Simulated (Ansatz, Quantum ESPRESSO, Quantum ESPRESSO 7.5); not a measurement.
# Cl-SiC-Cl chair, 1 layer: response to a perpendicular field

Wanted: polarisability and gap of Cl-SiC-Cl chair, 1 layer against a perpendicular field.

Method: plane-wave DFT, PBE, SG15 norm-conserving pseudopotentials (geometry and cross-check by Ansatz 0.2.0 with PAW datasets; geometry under PBE), in Quantum ESPRESSO 7.5.

**1. Set-up**

The cell holds 4 atoms: 2 Cl, 1 C and 1 Si. Its edges and angles: a = 3.086 Å, b = 3.086 Å, c = 21.533 Å, α = 90.0°, β = 90.0°, γ = 120.0°. Vacuum lies along c.

As a file:

```cif
data_structure
_symmetry_space_group_name_H-M 'P 1'
_symmetry_Int_Tables_number 1
_cell_length_a 3.0855
_cell_length_b 3.0855
_cell_length_c 21.5333
_cell_angle_alpha 90.000
_cell_angle_beta 90.000
_cell_angle_gamma 120.000
_cell_volume 177.54
loop_
_atom_site_label
_atom_site_type_symbol
_atom_site_fract_x
_atom_site_fract_y
_atom_site_fract_z
_atom_site_occupancy
Cl1 Cl 0.66667 0.33333 0.39474 1
C2 C 0.66667 0.33333 0.47740 1
Si3 Si 0.33333 0.66667 0.50635 1
Cl4 Cl 0.33333 0.66667 0.60526 1
```

This sheet is a model structure: its symmetry is held, and its stability is not tested here.

**2. Geometry from Ansatz**

A relaxation in Ansatz fixes the structure of this slab for the runs on it.

File input.yaml:

```yaml
crystal:
  lattice:
    - [3.0855, 0.0, 0.0]
    - [-1.54275, 2.6721213834, 0.0]
    - [0.0, 0.0, 21.5333333333]
  atoms:
    - { symbol: Cl, position: [0.6666666667, 0.3333333333, 0.3947368421] }
    - { symbol: C, position: [0.6666666667, 0.3333333333, 0.4773993808] }
    - { symbol: Si, position: [0.3333333333, 0.6666666667, 0.5063467492] }
    - { symbol: Cl, position: [0.3333333333, 0.6666666667, 0.6052631579] }
kpoints:
  mp_grid: { grid: [12, 12, 1] }
hamiltonian:
  xc: pbe
scf:
  occupations: { method: fermi_dirac, width: 0.05 }
  convergence: { dr2_threshold: 1.0e-08 }
efield:
  axis: 3
  dipole_correction: true
  ramp_position: 0.97
  ramp_width: 0.04
relax:
  f_tol: 0.01
  cell: { fix: [c, alpha, beta] }
output:
  write_potential: true
  write_density: true
  volumetric_format: npy
```

The run is started by

```console
ansatz run input.yaml --threads 4 --pin off --max-ram 8192MiB --backend cpu --events-out ev --progress --plain --runs-dir out
```

Numbers of over 12 decimals in the logs are rounded to 6 here.

What it wrote:

```text
Warning: relax.cell: scf.convergence.dr2_threshold = 1e-8 eV is looser than the 4e-10 eV advised for a relaxation that steers and ends on the stress (1e-10 eV for each atom of the cell: 4). What an SCF threshold leaves in a stress goes as its square root, and in the free energy as the threshold itself, and one threshold admits the most on a small cell: [figures from the program's tests cut] Set scf.convergence.dr2_threshold to 4e-10 eV or tighter. The threshold is an SCF's pass mark: one that does not reach it within its budget of iterations ends unconverged, or closes short of it on a stop that the run arms, and scf.convergence.dr2_threshold's page says what that costs each kind of run
Engine: ansatz 0.2.0, x86_64-unknown-linux-gnu
Pseudopotentials: kind: paw
Pseudopotential: Cl, paw, valence charge 7, recommended cutoff 420 eV (normal), Cl.paw.azcp
Pseudopotential: C, paw, valence charge 4, recommended cutoff 420 eV (normal), C.paw.azcp
Pseudopotential: Si, paw, valence charge 4, recommended cutoff 420 eV (normal), Si.paw.azcp
Functional definition: PBE
  parameter kappa = 0.804
  parameter beta = 0.066725
  exchange = pbe_x(kappa = kappa, mu = beta*pi^2/3)
  correlation = pbe_c(beta = beta)
Crystal: 4 atoms, lattice volume = 177.539 Å³
Basis set: ecut = 420 eV, 3443 PW (Γ), exchange–correlation on 48×48×288 points (8 copies of the dense FFT grid, shifted against one another)
Bands: 15, of which v1, the nominal top of the filled ones, is band 11 counted from 1 (10 counted from 0)
Symmetry: 6 space group operations
Space group: P3m1 (ITA 156), of the structure as read, at distance tolerance 5.6e-5 Å
k-points: 19 of 144 (time reversal used)
Non-local potential: Cl, projectors of the file, l = 0: 2, l = 1: 2, l = 2: 2
Non-local potential: C, projectors of the file, l = 0: 2, l = 1: 2, l = 2: 1
Non-local potential: Si, projectors of the file, l = 0: 2, l = 1: 2, l = 2: 2
PAW form: soft (Blöchl's): semilocal exchange-correlation on the pseudo side does not see the compensation charge
PAW one-centre angular grid: Cl, 110 points (default); XC on 64 Gauss nodes
PAW one-centre angular grid: C, 110 points (default); XC on 64 Gauss nodes
PAW one-centre angular grid: Si, 110 points (default); XC on 64 Gauss nodes
Initial density: superposition of atomic densities (neutral atoms: chi_scale 0, normalization atom), corrected by the library's trained network
Initial wavefunctions: pseudopotential atomic-orbital guess
Functional: x = pbe(κ = 0.804, μ = 0.219515), c = pbe(β = 0.066725)
SCF iter   1: F=—  HF=-3046.342536 eV  |F-HF|=—  |Δ(HF+E_count)|=         —  Δρ=2.67e-3  dr2=7.22e-2  ethr=1.77e-3  p=-0.036 e·Å  D=-3.66e-2 V/Å  ΔV_dip=0.79 eV  dr2_dipole=1.36e-2  V_vac-E_F(+/−)=4.94/4.15 eV  ⟨swp⟩=9.1  Hψ=2297  notcnv=0
efield: sawtooth ramp at fractional position 0.9700 (set: `efield.ramp_position`, or a place that a band, a saddle search or an elastic batch's reference lends), width 0.0400; the density the first Hamiltonian is built on has a dipole p = -0.036 e·Å; the dipole correction subtracts the counter field D = -3.66e-2 V/Å, which shifts the + side's vacuum level by +0.79 eV against the − side's; the planar-averaged density in the ramp window peaks in size at 3.4e-5 e/Å³
preconditioner: auto → none  [insulator: Δε(μ)=1.733 eV  Ē_g=11.568 eV  σ=0.050 eV  W_gap=1.00  n_scr=12 (ndim 8)  ℏωp=13.1 eV  f_vac=0.625  D(μ)=0.00/eV (n_scr^D=0)  ε∞_Penn≈2.3]
SCF iter   2: F=—  HF=-3046.391832 eV  |F-HF|=—  |Δ(HF+E_count)|=   4.93e-2  Δρ=5.31e-3  dr2=3.37e-1  ethr=3.28e-4  p=0.046 e·Å  D=4.67e-2 V/Å  ΔV_dip=-1.01 eV  dr2_dipole=1.26e-1  V_vac-E_F(+/−)=3.48/4.49 eV  ⟨swp⟩=4.3  Hψ=776  notcnv=0  recentre
SCF iter   3: F=—  HF=-3046.330157 eV  |F-HF|=—  |Δ(HF+E_count)|=   6.17e-2  Δρ=1.40e-3  dr2=9.50e-3  ethr=3.28e-4  p=-0.027 e·Å  D=-2.71e-2 V/Å  ΔV_dip=0.58 eV  dr2_dipole=9.75e-4  V_vac-E_F(+/−)=4.65/4.07 eV  ⟨swp⟩=3.9  Hψ=653  notcnv=0
SCF iter   4: F=—  HF=-3046.329700 eV  |F-HF|=—  |Δ(HF+E_count)|=   4.57e-4  Δρ=4.96e-4  dr2=1.05e-3  ethr=4.32e-5  p=-0.027 e·Å  D=-2.79e-2 V/Å  ΔV_dip=0.60 eV  dr2_dipole=1.58e-5  V_vac-E_F(+/−)=4.46/3.86 eV  ⟨swp⟩=2.8  Hψ=611  notcnv=0
SCF iter   5: F=—  HF=-3046.329790 eV  |F-HF|=—  |Δ(HF+E_count)|=   9.05e-5  Δρ=3.08e-4  dr2=3.17e-4  ethr=4.79e-6  p=-0.029 e·Å  D=-2.99e-2 V/Å  ΔV_dip=0.64 eV  dr2_dipole=8.97e-7  V_vac-E_F(+/−)=4.51/3.86 eV  ⟨swp⟩=2.2  Hψ=436  notcnv=0
SCF iter   6: F=—  HF=-3046.329824 eV  |F-HF|=—  |Δ(HF+E_count)|=   3.33e-5  Δρ=1.34e-4  dr2=2.78e-5  ethr=1.44e-6  p=-0.030 e·Å  D=-3.07e-2 V/Å  ΔV_dip=0.66 eV  dr2_dipole=3.90e-7  V_vac-E_F(+/−)=4.50/3.84 eV  ⟨swp⟩=2.4  Hψ=423  notcnv=0
SCF iter   7: F=—  HF=-3046.329951 eV  |F-HF|=—  |Δ(HF+E_count)|=   1.27e-4  Δρ=4.14e-5  dr2=3.01e-6  ethr=1.26e-7  p=-0.031 e·Å  D=-3.12e-2 V/Å  ΔV_dip=0.67 eV  dr2_dipole=5.08e-8  V_vac-E_F(+/−)=4.50/3.82 eV  ⟨swp⟩=2.7  Hψ=533  notcnv=0
SCF iter   8: F=—  HF=-3046.330016 eV  |F-HF|=—  |Δ(HF+E_count)|=   6.48e-5  Δρ=9.61e-6  dr2=9.91e-8  ethr=1.37e-8  p=-0.031 e·Å  D=-3.14e-2 V/Å  ΔV_dip=0.68 eV  dr2_dipole=2.92e-10  V_vac-E_F(+/−)=4.50/3.82 eV  ⟨swp⟩=2.1  Hψ=441  notcnv=0
SCF iter   9: F=-3046.330016 eV  HF=-3046.330016 eV  |F-HF|=5.65e-9  |Δ(HF+E_count)|=   2.85e-7  Δρ=2.35e-6  dr2=4.71e-9  ethr=4.55e-11  p=-0.031 e·Å  D=-3.14e-2 V/Å  ΔV_dip=0.68 eV  dr2_dipole=4.13e-12  V_vac-E_F(+/−)=4.50/3.82 eV  ⟨swp⟩=8.2  Hψ=2291  notcnv=0
SCF 1 converged in 9 iterations: F = -3046.330016 eV  dr2 = 4.71e-9
  greatest PAW one-centre occupation: 0.913 electrons in one spin orbital (limit 2), on the Cl atom at site 3 (counted from 0), in its partial waves of l = 0
relax step   1: F+E_penalty+E_count = -3046.33001582 eV  Δ(F+E_penalty+E_count) = +0.000e0 eV  max|allowed force component| = 1.577e0 eV/Å  Δτ_max = 0.0000 Å  P = +3.177 GPa  Ω = 177.539 Å³  fix = [c, alpha, beta]  reactions: c -2.401 GPa  (9 SCF iters, accepted)
Crystal: 4 atoms, lattice volume = 194.999 Å³
Basis set: ecut = 420 eV, 3887 PW (Γ), exchange–correlation on 48×48×288 points (8 copies of the dense FFT grid, shifted against one another)
Initial density: handed on by an earlier stage of this run
Initial wavefunctions: those handed on with the density
iter 1 solved again at ethr=1.42e-3 eV; its pass at ethr=3.10e-3 eV (dr2=3.13e-1 eV) is discarded
SCF iter   1: F=—  HF=-3046.815635 eV  |F-HF|=—  |Δ(HF+E_count)|=         —  Δρ=1.16e-2  dr2=3.11e-1  ethr=1.42e-3  p=-0.034 e·Å  D=-3.14e-2 V/Å  ΔV_dip=0.68 eV  dr2_dipole=3.10e-5  V_vac-E_F(+/−)=4.34/3.66 eV  ⟨swp⟩=1.0  Hψ=2432  notcnv=0
[...]
relax step   7: F+E_penalty+E_count = -3046.80869098 eV  Δ(F+E_penalty+E_count) = -1.002e-2 eV  max|allowed force component| = 2.944e-3 eV/Å  Δτ_max = 0.0000 Å  P = +0.058 GPa  Ω = 199.683 Å³  fix = [c, alpha, beta]  reactions: c -0.005 GPa  stress off target by 8.91e-2 GPa on what of the cell is left free  SCF on the basis re-selected at this cell (its energy is not comparable with the rows above)  (7 SCF iters)
[...]
relax step   8: F+E_penalty+E_count = -3046.80873275 eV  Δ(F+E_penalty+E_count) = -4.177e-5 eV  max|allowed force component| = 3.378e-3 eV/Å  Δτ_max = 0.0006 Å  P = +0.003 GPa  Ω = 200.141 Å³  energy of the carried Pulay correction = -8.868e-5 eV  fix = [c, alpha, beta]  reactions: c +0.003 GPa  (7 SCF iters, accepted)
iter 1 solved again at ethr=1.59e-6 eV; its pass at ethr=3.10e-3 eV (dr2=3.50e-4 eV) is discarded
SCF iter   1: F=—  HF=-3046.808708 eV  |F-HF|=—  |Δ(HF+E_count)|=         —  Δρ=5.95e-6  dr2=4.90e-8  ethr=1.59e-6  p=-0.008 e·Å  D=-7.62e-3 V/Å  ΔV_dip=0.16 eV  dr2_dipole=1.36e-9  V_vac-E_F(+/−)=4.53/4.36 eV  ⟨swp⟩=2.4  Hψ=3026  notcnv=0
efield: sawtooth ramp at fractional position 0.9700 (set: `efield.ramp_position`, or a place that a band, a saddle search or an elastic batch's reference lends), width 0.0400; the density the first Hamiltonian is built on has a dipole p = -0.008 e·Å; the dipole correction subtracts the counter field D = -7.62e-3 V/Å, which shifts the + side's vacuum level by +0.16 eV against the − side's; the planar-averaged density in the ramp window peaks in size at 2.5e-7 e/Å³
eigensolver tolerance schedule: the retry pair's looser diagonalisation over-reported the residual by 7140.19 of it (diagonalisation noise at an unbounded share of the residual, at the tolerance the schedule requests for it); recorded, not acted on — ethr = c·dr2/N_el stays at c = 1.0e-1
preconditioner: auto → none  [insulator: Δε(μ)=2.235 eV  Ē_g=11.356 eV  σ=0.050 eV  W_gap=1.00  n_scr=12 (ndim 8)  ℏωp=12.3 eV  f_vac=0.635  D(μ)=0.00/eV (n_scr^D=0)  ε∞_Penn≈2.2]
SCF iter   2: F=—  HF=-3046.808820 eV  |F-HF|=—  |Δ(HF+E_count)|=   1.11e-4  Δρ=5.43e-6  dr2=1.63e-7  ethr=2.23e-10  p=-0.008 e·Å  D=-7.59e-3 V/Å  ΔV_dip=0.16 eV  dr2_dipole=1.31e-8  V_vac-E_F(+/−)=4.53/4.36 eV  ⟨swp⟩=4.0  Hψ=802  notcnv=0
SCF iter   3: F=—  HF=-3046.808820 eV  |F-HF|=—  |Δ(HF+E_count)|=   8.69e-7  Δρ=2.72e-6  dr2=1.26e-8  ethr=2.23e-10  p=-0.008 e·Å  D=-7.62e-3 V/Å  ΔV_dip=0.16 eV  dr2_dipole=2.11e-10  V_vac-E_F(+/−)=4.53/4.36 eV  ⟨swp⟩=2.0  Hψ=391  notcnv=0
iter 4 met the thresholds in force, and the SCF goes on: an eigenvalue changes by 8.86 meV, over its tolerance of 3.16 meV (output.eigenvalues, Limitations)
SCF iter   4: F=-3046.808823 eV  HF=-3046.808821 eV  |F-HF|=1.84e-6  |Δ(HF+E_count)|=   9.86e-7  Δρ=1.89e-6  dr2=8.20e-9  ethr=4.55e-11  p=-0.008 e·Å  D=-7.61e-3 V/Å  ΔV_dip=0.16 eV  dr2_dipole=1.90e-9  V_vac-E_F(+/−)=4.53/4.36 eV  ⟨swp⟩=11.9  Hψ=2235  notcnv=0
iter 5 met the thresholds in force, and the SCF goes on: an eigenvalue changes by 5.12 meV, over its tolerance of 3.16 meV (output.eigenvalues, Limitations)
SCF iter   5: F=-3046.808823 eV  HF=-3046.808822 eV  |F-HF|=8.25e-7  |Δ(HF+E_count)|=   1.02e-6  Δρ=8.98e-7  dr2=1.57e-9  ethr=3.73e-11  p=-0.008 e·Å  D=-7.62e-3 V/Å  ΔV_dip=0.16 eV  dr2_dipole=2.20e-10  V_vac-E_F(+/−)=4.53/4.36 eV  ⟨swp⟩=7.6  Hψ=2006  notcnv=0
Mixer restart at iter 5: flushing history
SCF iter   6: F=-3046.808823 eV  HF=-3046.808823 eV  |F-HF|=3.44e-8  |Δ(HF+E_count)|=   8.32e-7  Δρ=1.60e-6  dr2=2.90e-8  ethr=7.15e-12  p=-0.008 e·Å  D=-7.60e-3 V/Å  ΔV_dip=0.16 eV  dr2_dipole=7.06e-9  V_vac-E_F(+/−)=4.53/4.36 eV  ⟨swp⟩=3.0  Hψ=559  notcnv=0  κ⁻¹=1.0e0(r=1)
SCF iter   7: F=-3046.808823 eV  HF=-3046.808823 eV  |F-HF|=6.85e-10  |Δ(HF+E_count)|=   5.64e-9  Δρ=2.63e-7  dr2=6.35e-10  ethr=7.15e-12  p=-0.008 e·Å  D=-7.62e-3 V/Å  ΔV_dip=0.16 eV  dr2_dipole=1.18e-10  V_vac-E_F(+/−)=4.53/4.36 eV  ⟨swp⟩=7.2  Hψ=1956  notcnv=0
SCF 9 converged in 7 iterations: F = -3046.808823 eV  dr2 = 6.35e-10
relax step   9: F+E_penalty+E_count = -3046.80882328 eV  Δ(F+E_penalty+E_count) = -9.053e-5 eV  max|allowed force component| = 3.370e-3 eV/Å  Δτ_max = 0.0000 Å  P = +0.003 GPa  Ω = 200.141 Å³  fix = [c, alpha, beta]  reactions: c +0.003 GPa  stress off target by 2.67e-3 GPa on what of the cell is left free  SCF on the basis re-selected at this cell (its energy is not comparable with the rows above)  (7 SCF iters)
basis re-selected at this cell: Δ(F+E_penalty+E_count) = -9.053e-5 eV, ΔP = +0.000 GPa vs the last step (what re-selecting the basis moved, of the pressure what is left beyond the Pulay correction that the steps carried, after the strain that the cell walked since its last selection, with what the two solves' SCF thresholds leave and, on support functions, any second-order correction that the steps lacked; it is no m [...]
SCF converged after 7 iterations
an eigenvalue changed by more than its tolerance at an iteration that met the thresholds in force, so the SCF went on 2 times, its first undamped step at iteration 5: the last check found none over its tolerance
Free energy (F): -3046.808823 eV
Harris-Foulkes:  -3046.808823 eV  (|F-HF|=6.85e-10)
Internal energy: -3046.808823 eV  (E = F + TS)
E sigma→0 (E₀):  -3046.808823 eV
Fermi energy:    -0.669964 eV
Dipole field:    D = -0.007606 V/Å  (p = -0.008412 e·Å, saw-weighted, corrected)
Work function:   Φ+ = 4.5260 eV   Φ− = 4.3622 eV
Levels:          The Fermi level and band energies are counted from a zero that moves with the ramp; work functions are not
--- Per-component energies (eV) ---
  E_band       = -186.919624
  E_kinetic    = 452.600805
  E_local      = -8926.472721  (includes V_loc(G=0)·N_el)
  E_nonlocal   = 108.120981
  E_hartree    = 4265.512916
  E_xc         = -317.352316
  E_vxc        = -350.255620  (∫ρ·V_xc dr)
  E_paw        = -1929.796764  (= ΣΔE_a)
  E_vpaw       = -1.962156  (= ΣTr[D̂ρ^β])
  E_aug_tail   = 0.000193  (compensation charges beyond the density's cutoff)
  E_efield     = 0.000032  (sawtooth field / dipole correction)
  E_vefield    = 0.023856  (∫n·V_field dr)
  E_ewald      = 3300.578051
  E_smearing   = -0.000000  (= −TS)
  E_closure    = -0.000000  (closes the sum)
  Σ components = -3046.808823   (vs F -3046.808823, Δ=0.00e0)
--- Forces (eV/Å), atoms counted from 1 ---
  atom   1  Cl     0.00000000    -0.00000000     0.00085109
  atom   2  C     -0.00000000     0.00000000    -0.00337277
  atom   3  Si     0.00000000    -0.00000000     0.00064000
  atom   4  Cl     0.00000000     0.00000000     0.00187232
  max |Σ_I F_I| component: 9.35e-6 eV/Å
--- Stress (GPa, compression-positive) ---
        0.002673      -0.000000      -0.000000
        0.000000       0.002673      -0.000000
        0.000000      -0.000000       0.002934
  P = ⅓ Tr σ = 0.0028 GPa (0.028 kbar)
--- Band table (eV; the first three rows and the last of 19) ---
  k-point 0: bands = [... 7 lower, -3.0917, -3.0917, -1.8130, -1.8130, 0.4216, 1.2776, 3.2124, 3.7942]
  k-point 1: bands = [... 7 lower, -3.3561, -3.1430, -2.1244, -1.8747, 0.6562, 1.5417, 3.2717, 3.6074]
  k-point 2: bands = [... 7 lower, -3.9894, -3.2813, -2.8568, -2.0338, 0.9708, 1.9214, 3.4087, 3.7346]
  k-point 18: bands = [... 7 lower, -5.5761, -4.9896, -4.3330, -4.2215, 2.1697, 3.2826, 3.6401, 5.1020]
--- Relaxed structure (7 steps of the walk, 7 accepted, 2 SCFs on fresh bases) ---
  F+E_penalty+E_count = -3046.80882328 eV   max|allowed force component| = 3.370e-3 eV/Å   (the final SCF, on the basis selected at the relaxed cell)
  cell:  # Å, volume = 200.1407 Å³
    - [3.276022, 0, 0]
    - [-1.638011, 2.837118, 0]
    - [0, 0, 21.5333333333]
  atoms:
    - { symbol: Cl, position: [0.666667, 0.333333, 0.395525] }
    - { symbol: C, position: [0.666667, 0.333333, 0.480774] }
    - { symbol: Si, position: [0.333333, 0.666667, 0.506210] }
    - { symbol: Cl, position: [0.333333, 0.666667, 0.601237] }
```

Run time: 10 s. Hardware: 4 threads of Intel Xeon Platinum 8488C (Sapphire Rapids), shared host; peak memory 0.52 GiB; 37 s of CPU time.

Relaxation path:

| step | energy less that of the first step (eV) | largest force component (eV/Å) | pressure (GPa) | volume (Å³) |
| --- | --- | --- | --- | --- |
| 1 | 0.0000 | 1.5772 | 3.18 | 177.54 |
| 2 | -0.3952 | 1.3302 | 1.50 | 195.00 |
| 3 | -0.4638 | 0.2159 | 0.47 | 197.71 |
| 4 | -0.4686 | 0.0339 | 0.06 | 199.23 |
| 5 | -0.4686 | 0.0573 | 0.01 | 199.54 |
| 6 | -0.4687 | 0.0027 | -0.01 | 199.68 |
| 7* | -0.4787 | 0.0029 | 0.06 | 199.68 |
| 8 | -0.4787 | 0.0034 | 0.00 | 200.14 |
| 9* | -0.4788 | 0.0034 | 0.00 | 200.14 |

Relaxation steps marked * repeat the geometry before them on a plane-wave basis chosen anew for their cell, so energy and pressure can jump there.

| cell as run | before | after | change |
| --- | --- | --- | --- |
| a (Å) | 3.086 | 3.276 | +6.2 % |
| b (Å) | 3.086 | 3.276 | +6.2 % |

The atoms that moved most (Å, along periodic axes as changes of fractional coordinates times the final cell, across vacuum about the mean position):

| atom | dx | dy | dz | length |
| --- | --- | --- | --- | --- |
| Cl4 | 0.000 | 0.000 | -0.087 | 0.087 |
| C2 | 0.000 | 0.000 | 0.073 | 0.073 |
| Cl1 | 0.000 | 0.000 | 0.017 | 0.017 |

Final coordinates:

```xyz
4
Lattice="3.2760 0.0000 0.0000 -1.6380 2.8371 0.0000 0.0000 0.0000 21.5333" Properties=species:S:1:pos:R:3
Cl    1.6380    0.9457    8.5170
C     1.6380    0.9457   10.3527
Si    0.0000    1.8914   10.9004
Cl    0.0000    1.8914   12.9466
```

Numbers from this step:

```
free energy                                                      : -3046.8088 eV
Fermi energy                                                     : -0.6700 eV
gap by band count                                                : 2.235 eV
symmetry operations                                              : 6
dipole along the normal                                          : -0.008412 e·Å
vacuum level at the upper face over a Fermi level inside the gap : 4.526 eV
vacuum level at the lower face over a Fermi level inside the gap : 4.362 eV
```

[end of part 1 of 5]

[Logs are printed without paths, hosts, clocks, repeated set-up lines and the standing remarks that a program may print on its own settings, such as how far it seeks lower states.]

[Hosts, paths, dates, database ids (printed as entryN), source tags and the programs' standing remarks are cut or masked in the printed files.]

[Maps of the electrostatic potential energy from Ansatz leave out the sawtooth potential of an applied field or a dipole correction, so their vacuum need not be flat; planar profiles and work functions include it.]
